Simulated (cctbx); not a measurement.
**Reading a Patterson map**

Space group C2/m (no. 12), a = 7.1590 Å, b = 12.5010 Å, c = 7.4260 Å, α = 90.00°, β = 109.91°, γ = 90.00°, content Mo4 Rb8 S12.

The data are simulated with cctbx, not measured: Cu Kα, λ = 1.54184 Å, to d = 0.83 Å, 50 % of the full sphere, strongest reflection 70000 counts, noise from counting, a 2 % proportional error and a noise floor of 2 counts (s.d.); no absorption, some extinction.

Patterson synthesis from sharpened amplitudes, origin scaled to 1000:

```text
Patterson group C 1 2/m 1
      u       v       w   height  length (A)
  0.000   0.000   0.000   1000.0     0.00
  0.000   0.168   0.500    887.8     4.26
  0.000   0.333   0.000    885.2     4.16
  0.000   0.500   0.500    870.2     7.27
  0.249   0.166   0.250    405.5     2.94
  0.249   0.000   0.754    385.7     2.96
  0.249   0.000   0.250    118.7     2.09
  0.250   0.167   0.750    118.6     3.64
  0.142   0.222   0.503     97.1     5.00
  0.141   0.055   0.003     93.2     1.22
  0.142   0.391   0.002     90.7     4.99
  0.141   0.112   0.502     89.9     4.38
  0.142   0.278   0.004     88.5     3.62
  0.142   0.445   0.504     87.7     6.93
```

Q: Assign the vectors.

A peak at u stands for all pairs with xi − xj = u, with weight Σ ZiZj against Σ Z² = 21080 at the origin. Peak heights follow these weights only roughly, since form factors, motion and series ripples differ, all vectors within 0.55 Å of a peak are counted as merged into it though the farther ones add only part of their weight, and F(000) is left out, which lowers the whole map:

| u | v | w | shortest length (Å) | height | 1000 ΣZiZj/ΣZ² | pairs in the cell |
| --- | --- | --- | --- | --- | --- | --- |
| 0.000 | 0.168 | 0.500 | 4.27 | 888 | 947 | 8 × Mo–Rb, 4 × Rb–Rb, 8 × S–S |
| 0.000 | 0.333 | 0.000 | 4.14 | 885 | 998 | 6 × Rb–Rb, 4 × Mo–Rb, 2 × Mo–Mo, 12 × S–S |
| 0.000 | 0.500 | 0.500 | 4.19 | 870 | 995 | 8 × Mo–Rb, 4 × Rb–Rb, 12 × S–S |
| 0.249 | 0.166 | 0.250 | 2.95 | 406 | 704 | 16 × Rb–S, 8 × Mo–S |
| 0.249 | 0.000 | 0.754 | 2.96 | 386 | 704 | 16 × Rb–S, 8 × Mo–S |
| 0.249 | 0.000 | 0.250 | 2.09 | 119 | 0 | none within 0.55 Å |
| 0.250 | 0.167 | 0.750 | 3.64 | 119 | 0 | none within 0.55 Å |
| 0.142 | 0.222 | 0.503 | 4.48 | 97 | 0 | none within 0.55 Å |
| 0.141 | 0.055 | 0.003 | 1.22 | 93 | 0 | none within 0.55 Å |
| 0.142 | 0.391 | 0.002 | 2.91 | 91 | 0 | none within 0.55 Å |

The table stops at ten peaks or at a height of 45, below which ripples compete. In the model behind the data Mo, the heaviest element, has 1 independent site: (0, 0.3312, 0), up to an allowed shift of origin; the Mo–Mo vectors are differences of these positions and their symmetry mates. Elements of similar Z can't be told apart from the map alone. The whole model:

| atom | mult. | x | y | z | Ueq (Å²) |
| --- | --- | --- | --- | --- | --- |
| Mo1 | 4 | 0 | 0.3312 | 0 | 0.0160 |
| Rb1 | 2 | 0 | 0 | 0 | 0.0097 |
| Rb2 | 2 | 1/2 | 0 | 1/2 | 0.0138 |
| Rb3 | 4 | 1/2 | 0.3384 | 1/2 | 0.0113 |
| S1 | 4 | 0.7213 | 0 | 0.2279 | 0.0158 |
| S2 | 8 | 0.2384 | 0.3162 | 0.7709 | 0.0136 |

The model was made for the exercise: a known structure type with other elements put in, its volume estimated, not relaxed; displacement parameters are assumed.

[Logs are printed without paths, hosts, clocks, repeated set-up lines and the standing remarks that a program may print on its own settings, such as how far it seeks lower states.]
